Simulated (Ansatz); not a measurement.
**What MgHF (built on the sites of a database entry of BaHI) distorts into**

Aim: this structure of MgHF (built on the sites of a database entry of BaHI) is to be tested for unstable modes, and one is followed downhill.

Calculated with Ansatz 0.2.0; DFT PBEsol, scalar-relativistic, plane waves, PAW.

The structure was built from a prototype and need not be the compound's stable phase.

**1. Starting point**

The structure is tetragonal, space group P4/nmm (No. 129). Conventional cell: a = 3.247 Å, b = 3.247 Å, c = 5.038 Å, α = 90.00°, β = 90.00°, γ = 90.00°. Nearest to Mg lie 5 F at 1.98 to 2.43 Å and 4 H at 1.98 Å. Nearest to H lie 4 Mg at 1.98 Å. F has 5 Mg at 1.98 to 2.43 Å nearest. Farther neighbours and most contacts between anions are not listed.

Structure file:

```cif
data_structure
_symmetry_space_group_name_H-M 'P 1'
_symmetry_Int_Tables_number 1
_cell_length_a 3.2471
_cell_length_b 3.2471
_cell_length_c 5.0382
_cell_angle_alpha 90.000
_cell_angle_beta 90.000
_cell_angle_gamma 90.000
_cell_volume 53.12
loop_
_atom_site_label
_atom_site_type_symbol
_atom_site_fract_x
_atom_site_fract_y
_atom_site_fract_z
_atom_site_occupancy
Mg1 Mg 0.00000 0.50000 0.22433 1
Mg2 Mg 0.50000 0.00000 0.77567 1
H3 H 0.00000 0.00000 0.00000 1
H4 H 0.50000 0.50000 0.00000 1
F5 F 0.00000 0.50000 0.61689 1
F6 F 0.50000 0.00000 0.38311 1
```

**2. The dispersion**

The cell comes from relaxations at this level that are not shown. Stability and thermal properties need the whole zone. Linear response on a 4×4×2 q mesh gives force constants as far as a supercell of that size would, and the tensors from the zone-centre run are typed in so that the long-range dipole term is interpolated apart.

Contents of input.yaml:

```yaml
crystal:
  lattice:
    - [3.2471482844, 0.0, 0.0]
    - [0.0, 3.2471482844, 0.0]
    - [0.0, 0.0, 5.0382183931]
  atoms:
    - { symbol: Mg, position: [0.0, 0.5, 0.2243332709] }
    - { symbol: Mg, position: [0.5, 0.0, 0.7756667291] }
    - { symbol: H, position: [0.0, 0.0, 0.0] }
    - { symbol: H, position: [0.5, 0.5, 0.0] }
    - { symbol: F, position: [0.0, 0.5, 0.6168861077] }
    - { symbol: F, position: [0.5, 0.0, 0.3831138923] }
kpoints:
  mp_grid: { grid: [8, 8, 6] }
hamiltonian:
  xc: pbesol
scf:
  occupations: { method: fixed }
output:
  eigenvalues: true
phonons:
  method: dfpt
  qmesh: [4, 4, 2]
  temperatures: { t_max: 1000, t_step: 50 }
  qpath:
    path:
      - [[0.0, 0.0, 0.0], [0.0, 0.5, 0.0], [0.5, 0.5, 0.0], [0.0, 0.0, 0.0], [0.0, 0.0, 0.5], [0.0, 0.5, 0.5], [0.5, 0.5, 0.5], [0.0, 0.0, 0.5]]
      - [[0.0, 0.5, 0.0], [0.0, 0.5, 0.5]]
      - [[0.5, 0.5, 0.0], [0.5, 0.5, 0.5]]
    npoints: 10
  non_analytic_term:
    high_frequency_dielectric_tensor: [[3.2524, 0.0, 0.0], [0.0, 3.2524, 0.0], [0.0, 0.0, 2.8698]]
    born_effective_charges:
      - { species: Mg, tensor: [[2.0826, 0.0, 0.0], [0.0, 2.0826, 0.0], [0.0, 0.0, 2.0599]] }
      - { species: Mg, tensor: [[2.0826, 0.0, 0.0], [0.0, 2.0826, 0.0], [0.0, 0.0, 2.0599]] }
      - { species: H, tensor: [[-0.8863, 0.0, 0.0], [0.0, -0.8863, 0.0], [0.0, 0.0, -0.6063]] }
      - { species: H, tensor: [[-0.8863, 0.0, 0.0], [0.0, -0.8863, 0.0], [0.0, 0.0, -0.6063]] }
      - { species: F, tensor: [[-1.1963, 0.0, 0.0], [0.0, -1.1963, 0.0], [0.0, 0.0, -1.4535]] }
      - { species: F, tensor: [[-1.1963, 0.0, 0.0], [0.0, -1.1963, 0.0], [0.0, 0.0, -1.4535]] }
    source: "zone-centre run at this cell"
```

Run with:

```
$ ansatz run input.yaml --threads 8 --pin off --max-ram 14336MiB --backend cpu --events-out ev --progress --plain --runs-dir out
```

Numbers of over 12 decimals in the logs are rounded to 6 here.

Log:

```text
Warning: phonons: the dynamical matrix that this run interpolates holds no multipole term above the dipole-dipole one, and a site of this crystal is no centre of inversion, so its interpolated transverse optical and acoustic branches and sound speeds can stay off near Gamma, and the density of states and the thermodynamics with them. What a run solves at a wave vector of phonons.qpoints, Gamma apart, where the deck admits one, is free of this, and under fd what a larger phonons.supercell samples
Engine: ansatz 0.2.0, x86_64-unknown-linux-gnu
Pseudopotentials: kind: paw
Pseudopotential: Mg, paw, valence charge 10, recommended cutoff 420 eV (normal), Mg.paw.azcp
Pseudopotential: H, paw, valence charge 1, recommended cutoff 420 eV (normal), H.paw.azcp
Pseudopotential: F, paw, valence charge 7, recommended cutoff 420 eV (normal), F.paw.azcp
Functional definition: PBEsol
  exchange = pbesol_x
  correlation = pbesol_c
Crystal: 6 atoms, lattice volume = 53.123 Å³
Basis set: ecut = 420 eV, 1057 PW (Γ), exchange–correlation on 48×48×72 points (8 copies of the dense FFT grid, shifted against one another)
Bands: 24, of which v1, the nominal top of the filled ones, is band 18 counted from 1 (17 counted from 0)
Symmetry: 16 space group operations
k-points: 60 of 384
Non-local potential: Mg, projectors of the file, l = 0: 3, l = 1: 2, l = 2: 1
Non-local potential: H, projectors of the file, l = 0: 2, l = 1: 1
Non-local potential: F, projectors of the file, l = 0: 2, l = 1: 2, l = 2: 1
PAW form: soft (Blöchl's): semilocal exchange-correlation on the pseudo side does not see the compensation charge
PAW frozen core: Mg, regenerated for the run's functional, and the local potential with it (the file was generated under x = pbe(κ = 0.804, μ = 0.219515), c = pbe(β = 0.066725))
PAW frozen core: F, regenerated for the run's functional, and the local potential with it (the file was generated under x = pbe(κ = 0.804, μ = 0.219515), c = pbe(β = 0.066725))
PAW one-centre angular grid: Mg, 110 points (default); XC on 64 Gauss nodes
PAW one-centre angular grid: H, 110 points (default); XC on 64 Gauss nodes
PAW one-centre angular grid: F, 110 points (default); XC on 64 Gauss nodes
Initial density: superposition of atomic densities (neutral atoms: chi_scale 0, normalization atom), corrected by the library's trained network
Initial wavefunctions: pseudopotential atomic-orbital guess
Functional: x = pbesol(κ = 0.804, μ = 0.123457), c = pbesol(β = 0.046)
SCF iter   1: F=—  HF=-5460.705080 eV  |F-HF|=—  |Δ(HF+E_count)|=         —  Δρ=1.26e-2  dr2=4.57e-2  ethr=1.77e-3  ⟨swp⟩=4.9  Hψ=5745  notcnv=0  defer=234
preconditioner: auto → none  [insulator: Δε(μ)=0.999 eV  Ē_g=12.724 eV  n_scr=16 (ndim 8)  ℏωp=20.4 eV  f_vac=0.000  ε∞_Penn≈3.6]
SCF iter   2: F=—  HF=-5460.693440 eV  |F-HF|=—  |Δ(HF+E_count)|=   1.16e-2  Δρ=5.25e-3  dr2=9.18e-3  ethr=1.27e-4  ⟨swp⟩=2.0  Hψ=2645  notcnv=0  defer=236
SCF iter   3: F=—  HF=-5460.690559 eV  |F-HF|=—  |Δ(HF+E_count)|=   2.88e-3  Δρ=1.30e-3  dr2=3.96e-4  ethr=2.55e-5  ⟨swp⟩=2.1  Hψ=2061  notcnv=0  defer=239
SCF iter   4: F=—  HF=-5460.690502 eV  |F-HF|=—  |Δ(HF+E_count)|=   5.66e-5  Δρ=2.29e-4  dr2=9.03e-6  ethr=1.10e-6  ⟨swp⟩=2.0  Hψ=2427  notcnv=0  defer=239
SCF iter   5: F=—  HF=-5460.690508 eV  |F-HF|=—  |Δ(HF+E_count)|=   6.07e-6  Δρ=3.29e-5  dr2=3.34e-7  ethr=2.51e-8  ⟨swp⟩=3.0  Hψ=2338  notcnv=0  defer=97
SCF iter   6: F=—  HF=-5460.690509 eV  |F-HF|=—  |Δ(HF+E_count)|=   9.18e-7  Δρ=6.71e-6  dr2=9.06e-9  ethr=9.28e-10  ⟨swp⟩=2.0  Hψ=2421  notcnv=0  defer=94
SCF iter   7: F=—  HF=-5460.690509 eV  |F-HF|=—  |Δ(HF+E_count)|=   6.07e-9  Δρ=1.18e-6  dr2=2.93e-10  ethr=2.52e-11  ⟨swp⟩=2.0  Hψ=2425  notcnv=0  defer=94
SCF iter   8: F=-5460.690509 eV  HF=-5460.690509 eV  |F-HF|=2.73e-12  |Δ(HF+E_count)|=  1.01e-10  Δρ=1.00e-7  dr2=2.49e-12  ethr=1.00e-12  ⟨swp⟩=9.3  Hψ=9127  notcnv=0
SCF 1 converged in 8 iterations: F = -5460.690509 eV  dr2 = 2.49e-12
  greatest PAW one-centre occupation: 1.000 electrons in one spin orbital (limit 2), on the Mg atom at site 1 (counted from 0), in its partial waves of l = 0
NSCF: frozen V_eff on 60 k-points
NSCF: frozen V_eff on 100 k-points
DFPT response loops at q = (0, 0, 0) (fractional): preconditioner auto → Resta (q_TF=auto, 2.557 Å⁻¹)  ε∞=7.7 (no band partly filled); β = 1.00, the filter's whole step (`scf.mixing.beta` (0.50) is not read by the response loops at its default; to damp them type it under 1.00, their step now; it binds the ground state too); Broyden in place of MSR1
NSCF: frozen V_eff on 200 k-points
DFPT response loops at q = (0, 0, -0.5) (fractional): mixed as the last ones told, above
NSCF: frozen V_eff on 320 k-points
DFPT response loops at q = (0, 0.25, 0) (fractional): mixed as the last ones told, above
NSCF: frozen V_eff on 320 k-points
DFPT response loops at q = (0, 0.25, -0.5) (fractional): mixed as the last ones told, above
NSCF: frozen V_eff on 200 k-points
DFPT response loops at q = (0, -0.5, 0) (fractional): mixed as the last ones told, above
NSCF: frozen V_eff on 200 k-points
DFPT response loops at q = (0, -0.5, -0.5) (fractional): mixed as the last ones told, above
NSCF: frozen V_eff on 512 k-points
DFPT response loops at q = (0.25, 0.25, 0) (fractional): mixed as the last ones told, above
NSCF: frozen V_eff on 512 k-points
DFPT response loops at q = (0.25, 0.25, -0.5) (fractional): mixed as the last ones told, above
NSCF: frozen V_eff on 320 k-points
DFPT response loops at q = (0.25, -0.5, 0) (fractional): mixed as the last ones told, above
NSCF: frozen V_eff on 320 k-points
DFPT response loops at q = (0.25, -0.5, -0.5) (fractional): mixed as the last ones told, above
NSCF: frozen V_eff on 200 k-points
DFPT response loops at q = (-0.5, -0.5, 0) (fractional): mixed as the last ones told, above
NSCF: frozen V_eff on 200 k-points
DFPT response loops at q = (-0.5, -0.5, -0.5) (fractional): mixed as the last ones told, above
SCF converged after 8 iterations
Free energy (F): -5460.690509 eV
Harris-Foulkes:  -5460.690509 eV  (|F-HF|=2.73e-12)
Internal energy: -5460.690509 eV  (E = F + TS)
E sigma→0 (E₀):  -5460.690509 eV
Fermi energy:    7.287067 eV
--- Per-component energies (eV) ---
  E_band       = -733.399301
  E_kinetic    = 597.140710
  E_local      = -4052.029113  (includes V_loc(G=0)·N_el)
  E_nonlocal   = 341.663599
  E_hartree    = 1435.657563
  E_xc         = -235.256331
  E_vxc        = -304.231183  (∫ρ·V_xc dr)
  E_paw        = -951.139708  (= ΣΔE_a)
  E_vpaw       = -187.259966  (= ΣTr[D̂ρ^β])
  E_aug_tail   = 0.001572  (compensation charges beyond the density's cutoff)
  E_ewald      = -2596.931410
  E_core_change = 0.202610  (= ΣΔE_core)
  E_smearing   = -0.000000  (= −TS)
  E_closure    = 0.000000  (closes the sum)
  Σ components = -5460.690509   (vs F -5460.690509, Δ=0.00e0)
--- Band table (eV; the first three rows and the last of 60) ---
  k-point 0: bands = [... 14 lower, 1.8331, 2.5411, 2.5411, 7.1969, 11.0421, 11.6901, 15.0137, 15.0137, ... 2 higher]
  k-point 1: bands = [... 14 lower, 2.0443, 2.5348, 2.5348, 7.2189, 9.8814, 12.9569, 14.9703, 14.9703, ... 2 higher]
  k-point 2: bands = [... 14 lower, 2.5201, 2.5219, 2.5219, 7.2640, 8.7603, 14.4323, 14.8880, 14.8880, ... 2 higher]
  k-point 59: bands = [... 14 lower, 1.6439, 1.6439, 4.5439, 4.5439, 10.6511, 10.6511, 14.7646, 14.7646, ... 2 higher]
--- Phonons (Γ-DFPT): 6 representative perturbations + reference (Σ response iterations 22) ---
  ASR residual: 2.139e-4 → 0.000e0 eV/Å²; symmetrization residual: 9.049e-7 eV/Å²
  ASR residual per site (eV/Å²): 5.25e-5 5.25e-5 1.63e-5 1.63e-5 2.14e-4 2.14e-4
  Γ frequencies (cm⁻¹): -136.22 -136.22 0.00 0.00 0.00 109.40 109.40 290.56 290.56 382.36 396.39 432.35 865.30 913.07 913.07 1225.16 1348.00 1348.00
--- Phonons (arbitrary-q DFPT): 12 irreducible q on the 4×4×2 mesh ---
  q = [0.0000, 0.0000, 0.0000] (star 1, of the zone-centre solve; hermiticity 1.56e-7, symmetrization 1.87e-13): -136.22 -136.22 -0.00 -0.00 0.00 109.40 109.40 290.56 290.56 382.36 396.39 432.35 865.30 913.07 913.07 1225.16 1348.00 1348.00
  q = [0.0000, 0.0000, -0.5000] (star 1, 6 solved perturbations in 480 linear systems a pass and spin channel, the states on 100 of 384 k-point pairs; hermiticity 4.64e-8, symmetrization 2.47e-13): -132.32 -132.32 -78.56 -78.56 147.99 147.99 215.01 283.01 283.01 351.25 396.07 573.63 872.34 913.08 913.08 1325.83 1347.90 1347.90
  q = [0.0000, 0.2500, 0.0000] (star 4, 9 solved perturbations on 160 of 384 k-point pairs; hermiticity 1.54e-7, symmetrization 3.12e-14): -67.18 36.77 80.80 81.09 101.46 210.65 258.52 265.19 298.29 372.00 387.70 417.00 963.38 1024.99 1191.78 1198.64 1312.38 1323.91
  q = [0.0000, 0.2500, -0.5000] (star 4, 9 solved perturbations on 160 of 384 k-point pairs; hermiticity 1.24e-7, symmetrization 4.84e-14): -115.93 -61.41 17.23 139.17 152.34 164.48 197.27 259.48 298.21 364.74 394.82 466.48 966.57 1024.88 1133.25 1246.34 1312.31 1323.26
  q = [0.0000, -0.5000, 0.0000] (star 2, 9 solved perturbations on 100 of 384 k-point pairs; hermiticity 1.46e-7, symmetrization 5.25e-14): 82.65 82.65 95.54 95.54 189.09 189.09 266.94 266.94 340.67 340.67 401.40 401.40 1099.27 1099.27 1201.05 1201.05 1264.14 1264.14
  q = [0.0000, -0.5000, -0.5000] (star 2, 9 solved perturbations on 100 of 384 k-point pairs; hermiticity 1.82e-7, symmetrization 9.56e-14): -55.11 -55.11 88.74 88.74 187.25 187.25 215.97 215.97 352.14 352.14 426.13 426.13 1111.76 1111.76 1200.97 1200.97 1256.83 1256.83
  q = [0.2500, 0.2500, 0.0000] (star 4, 6 solved perturbations in 1200 linear systems a pass and spin channel, the states on 256 of 384 k-point pairs; hermiticity 1.82e-7, symmetrization 6.51e-14): -189.28 84.59 129.20 134.85 181.31 187.89 206.41 305.01 334.03 374.85 390.19 415.19 805.74 1011.99 1166.20 1167.16 1310.42 1381.96
  q = [0.2500, 0.2500, -0.5000] (star 4, 6 solved perturbations in 1200 linear systems a pass and spin channel, the states on 256 of 384 k-point pairs; hermiticity 1.68e-7, symmetrization 2.03e-13): -147.41 76.88 98.01 99.59 164.19 223.07 238.80 265.81 286.83 346.79 400.29 461.32 805.55 1013.62 1167.31 1196.67 1291.16 1380.83
  q = [0.2500, -0.5000, 0.0000] (star 4, 9 solved perturbations on 160 of 384 k-point pairs; hermiticity 1.65e-7, symmetrization 3.82e-14): -144.77 -144.77 163.85 163.85 185.16 185.16 257.01 257.01 364.35 364.35 402.55 402.55 933.24 933.24 1098.28 1098.28 1375.15 1375.15
  q = [0.2500, -0.5000, -0.5000] (star 4, 9 solved perturbations on 160 of 384 k-point pairs; hermiticity 2.03e-7, symmetrization 5.06e-14): -127.51 -127.51 130.36 130.36 207.74 207.74 258.85 258.85 334.09 334.09 420.51 420.51 932.50 932.50 1104.02 1104.02 1371.43 1371.43
  q = [-0.5000, -0.5000, 0.0000] (star 1, 6 solved perturbations in 480 linear systems a pass and spin channel, the states on 100 of 384 k-point pairs; hermiticity 1.45e-7, symmetrization 1.43e-13): -220.78 -220.78 211.90 211.90 219.79 219.79 224.00 224.00 394.80 394.80 400.19 400.19 653.92 653.92 1096.42 1096.42 1414.77 1414.77
  q = [-0.5000, -0.5000, -0.5000] (star 1, 6 solved perturbations in 480 linear systems a pass and spin channel, the states on 100 of 384 k-point pairs; hermiticity 1.42e-7, symmetrization 7.86e-13): -157.52 -157.52 124.78 124.78 216.79 216.79 322.92 322.92 323.29 323.29 409.37 409.37 652.70 652.70 1096.24 1096.24 1412.05 1412.05
  sum rule: each row above includes the acoustic sum rule's correction from the zone centre's row sums; it moved no ω² by more than (2.10 cm⁻¹)²
  mesh force constants: q→R imaginary residual 2.38e-18; ASR residual 2.139e-4 → 0.000e0 eV/Å²; symmetrization residual 8.882e-16 eV/Å²
  interpolated dispersion: 94 rows × 18 modes
  density of states and harmonic sums: on the 20×20×12 q-mesh, interpolated from the force constants of a 4×4×2 supercell (with the dipole–dipole term of supplied tensors)
  largest difference from the sums on the solved wave vectors: F 1.40e-2 eV, S 2.09e-5 and C_V 6.52e-6 eV/K
  zero-point energy: 0.589522 eV/cell   skipped modes (ω ≤ 0): 765, of them read as no rigid motion or as one in doubt: 762 (1.578e0 modes/cell left out, lowest -220.78 cm⁻¹)   left out of the sums: 8.77e-2 of the cell's modes: C_V's classical limit lies that fraction below 3 k_B per atom; for a crystal, a wire or a layer, F and S can be off by more, and a phonons.interpolated_qmesh denser along its periods is the remedy for the sampling
```

The job ended after 59 s (8 threads of AMD EPYC 9R45, shared host; peak memory 1.1 GiB).

In the SCF lines HF is the Harris–Foulkes energy and dr2 the Hartree energy of the density residual, in eV; the loop may stop once dr2 is under the threshold and the program's other checks hold. Hψ counts applications of the Hamiltonian.

This step gave:

- gap on the k-mesh: 1.013 eV
- volume per atom: 8.854 Å³
- sum-rule residual before enforcement: 2.14e-4 eV/Å²
- lowest frequency on the path: -220.8 cm⁻¹
- point group: 4/mmm
- highest frequency on the path or at a solved wavevector: 1415 cm⁻¹
- highest optical mode at the zone centre (no LO-TO term): 1348 cm⁻¹
- lowest optical zone-centre mode: -136.2 cm⁻¹
- lowest mode on the q mesh (acoustic modes at Γ apart): -220.8 cm⁻¹

Frequencies (cm⁻¹) solved at each irreducible wavevector; negative means imaginary. Frequencies by wavevector, by row:

```csv
q in reciprocal lattice units,star,mode 1,mode 2,mode 3,mode 4,mode 16,mode 17,mode 18
0 0 0,1,-136.2,-136.2,0,0,1225,1348,1348
0 0 -0.5,1,-132.3,-132.3,-78.6,-78.6,1326,1348,1348
0 0.25 0,4,-67.2,36.8,80.8,81.1,1199,1312,1324
0 0.25 -0.5,4,-115.9,-61.4,17.2,139.2,1246,1312,1323
0 -0.5 0,2,82.7,82.7,95.5,95.5,1201,1264,1264
0 -0.5 -0.5,2,-55.1,-55.1,88.7,88.7,1201,1257,1257
0.25 0.25 0,4,-189.3,84.6,129.2,134.8,1167,1310,1382
0.25 0.25 -0.5,4,-147.4,76.9,98,99.6,1197,1291,1381
0.25 -0.5 0,4,-144.8,-144.8,163.8,163.8,1098,1375,1375
0.25 -0.5 -0.5,4,-127.5,-127.5,130.4,130.4,1104,1371,1371
-0.5 -0.5 0,1,-220.8,-220.8,211.9,211.9,1096,1415,1415
-0.5 -0.5 -0.5,1,-157.5,-157.5,124.8,124.8,1096,1412,1412
```

Interpolated from a 4×4×2 q mesh, with the LO-TO term (at Γ the limit along the path; where Γ stands inside the path, tables give the limit on arrival). The phonon branches at the labelled points (cm⁻¹):

```csv
point,branch 1,branch 2,branch 3,branch 4,branch 15,branch 16,branch 17,branch 18
Γ,-136,0,0,0,1166,1225,1348,1348
halfway,-67,37,81,81,1192,1199,1312,1324
X,83,83,96,96,1201,1201,1264,1264
halfway,-145,-145,164,164,1098,1098,1375,1375
M,-221,-221,212,212,1096,1096,1415,1415
halfway,-189,85,129,135,1166,1167,1310,1382
Γ,-136,0,0,0,1166,1225,1348,1348
halfway,-134,-134,-61,-61,913,1325,1348,1348
Z,-132,-132,-79,-79,913,1326,1348,1348
halfway,-116,-61,17,139,1133,1246,1312,1323
R,-55,-55,89,89,1201,1201,1257,1257
halfway,-128,-128,130,130,1104,1104,1371,1371
A,-158,-158,125,125,1096,1096,1412,1412
halfway,-147,77,98,100,1167,1197,1291,1381
Z,-132,-132,-79,-79,913,1326,1348,1348
jump to X,83,83,96,96,1201,1201,1264,1264
halfway,44,44,86,86,1201,1201,1261,1261
R,-55,-55,89,89,1201,1201,1257,1257
jump to M,-221,-221,212,212,1096,1096,1415,1415
halfway,-196,-196,168,168,1096,1096,1413,1413
A,-158,-158,125,125,1096,1096,1412,1412
```

Symmetry leaves 12 wavevectors to solve. The lowest mode among them, the acoustic zeros apart, lies at q = (-0.5, -0.5, 0) and is imaginary, 220.8i cm⁻¹, so the energy falls along it.

**3. The mode frozen in, largest atomic shift 0 Å**

The mode followed lies at q = (-0.5, -0.5, -0.5) with frequency 157.5i cm⁻¹ and is 2-fold degenerate, one of the unstable modes though not the softest. At small amplitude the distorted cell has space group no. 72 by a symmetry search on the positions. The undistorted cell that holds it gives the zero of energy on the same k mesh.

System of this step: MgHF (built on the sites of a database entry of BaHI). It takes space group P4/nmm (No. 129, tetragonal). The conventional cell has a = 3.247 Å, b = 3.247 Å, c = 5.038 Å, α = 90.00°, β = 90.00°, γ = 90.00°. Mg has 5 F at 1.98 to 2.43 Å and 4 H at 1.98 Å nearest. Nearest to H lie 4 Mg at 1.98 Å. Nearest to F lie 5 Mg at 1.98 to 2.43 Å. Farther neighbours and most contacts between anions are not listed.

Contents of input.yaml:

```yaml
crystal:
  lattice:
    - [-3.2471482844, -3.2471482844, 0.0]
    - [-3.2471482844, 3.2471482844, 0.0]
    - [-3.2471482844, 0.0, -5.0382183931]
  atoms:
    - { symbol: Mg, position: [0.3621666355, 0.8621666355, 0.7756667291] }
    - { symbol: Mg, position: [0.8621666355, 0.3621666355, 0.7756667291] }
    - { symbol: Mg, position: [0.6378333645, 0.6378333645, 0.2243332709] }
    - { symbol: Mg, position: [0.1378333645, 0.1378333645, 0.2243332709] }
    - { symbol: H, position: [0.0, 0.0, 1.0] }
    - { symbol: H, position: [0.5, 0.5, 1.0] }
    - { symbol: H, position: [0.0, 0.5, 1.0] }
    - { symbol: H, position: [0.5, 0.0, 1.0] }
    - { symbol: F, position: [0.0584430539, 0.5584430539, 0.3831138923] }
    - { symbol: F, position: [0.5584430539, 0.0584430539, 0.3831138923] }
    - { symbol: F, position: [0.4415569461, 0.4415569461, 0.6168861077] }
    - { symbol: F, position: [0.9415569461, 0.9415569461, 0.6168861077] }
kpoints:
  mp_grid: { grid: [6, 6, 6] }
hamiltonian:
  xc: pbesol
scf:
  occupations: { method: gaussian, width: 0.02 }
output:
  forces: true
  stress: true
  eigenvalues: true
```

Log:

```text
[...]
Crystal: 12 atoms, lattice volume = 106.246 Å³
Basis set: ecut = 420 eV, 2073 PW (Γ), exchange–correlation on 64×64×90 points (8 copies of the dense FFT grid, shifted against one another)
Bands: 48, of which v1, the nominal top of the filled ones, is band 36 counted from 1 (35 counted from 0)
Symmetry: 32 space group operations
[...]
k-points: 30 of 216
[...]
k-point 0: bands = [... 32 lower, 2.5411, 4.5439, 4.5439, 7.1970, 10.6511, 10.6511, 11.0421, 11.6901, ... 5 higher]
  k-point 1: bands = [... 32 lower, 2.5347, 4.4698, 4.4698, 7.2190, 9.8814, 10.4491, 10.4491, 12.9569, ... 5 higher]
  k-point 2: bands = [... 32 lower, 2.5218, 4.2993, 4.2993, 7.2641, 8.7603, 10.0946, 10.0946, 14.4323, ... 5 higher]
  k-point 29: bands = [... 32 lower, 3.5866, 3.5866, 3.7516, 3.7516, 12.5091, 12.5091, 12.7326, 12.7326, ... 5 higher]
[key lines of the parts left out:]
SCF converged after 7 iterations
Free energy (F): -10921.380723 eV
Fermi energy:    7.793368 eV
P = ⅓ Tr σ = 0.0011 GPa (0.011 kbar)
```

Wall time 0.44 s (8 threads); peak memory 0.61 GiB; 2.7 s of CPU time.

This step gave:

* pressure: 0.001052 GPa
* gap on the k-mesh: 1.012 eV
* energy from the undistorted cell: 0 meV/atom

At this level the gap is 1.01 eV on the k-mesh of the self-consistent run, which can miss the band edges.

[end of part 1 of 2]

[Logs are printed without paths, hosts, clocks, repeated set-up lines and the standing remarks that a program may print on its own settings, such as how far it seeks lower states.]

[Hosts, paths, dates, database ids (printed as entryN), source tags and the programs' standing remarks are cut or masked in the printed files.]
